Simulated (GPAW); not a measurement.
Records of electronic-structure calculations.

### YHSe (P-6m2): G0W0 with GPAW, start to end

It takes space group P-6m2 (No. 187, hexagonal). The conventional cell has a = 3.841 Å, b = 3.841 Å, c = 3.916 Å, α = 90.00°, β = 90.00°, γ = 120.00°. Nearest to Y lie 3 H at 2.22 Å and 6 Se at 2.96 Å. Nearest to H lie 3 Y at 2.22 Å. Nearest to Se lie 6 H at 2.96 Å and 6 Y at 2.96 Å. Farther neighbours and most contacts between anions are not listed.

| Property | Result |
| --- | --- |
| method | DFT, LDA, plane waves, PAW (and 1 further level or step) |
| program | GPAW 26.7.0 |
| settings of one run | cutoff 600 eV, GPAW PAW setups 1.2.1 data release, 3×3×4 k-mesh, nbands 123 |
| cost | 3 runs, 36 s in all on 4 MPI ranks of Arm Neoverse V2, shared host (the runs of this entry) |
| notes | The cell and positions are those that the Materials Project relaxed with its own functionals (PBE, PBE+U or r2SCAN), kept fixed. Limits: no spin-orbit coupling. Bands and cutoff are finite, so the gap is not at the basis limit. The miss can reach some tenths of an eV and take either sign; the mesh is an error of its own. The 3×3×4 mesh is coarse for this cell, which bears on the long-range parts of exchange and screening. |
| LDA gap | 1.37 eV, indirect |
| G0W0 gap on the mesh | 2.45 eV |
| GW settings | 3×3×4 mesh, 113 bands, screening to 100 eV, Godby-Needs plasmon pole |
| known limits | not at the basis limit; no spin-orbit coupling; coarse k mesh |

G0W0 moves the gap on the mesh from 1.37 eV to 2.45 eV (+1.08 eV), with Z of 0.80 and 0.81 at the edges. Only 2 of the mesh's irreducible points were corrected, so a valley elsewhere could overtake.

[Runs of the session that timed out or met a known fault of the program may be left out.]

[Hosts, paths, dates, database ids (printed as entryN), source tags and the programs' standing remarks are cut or masked in the printed files.]
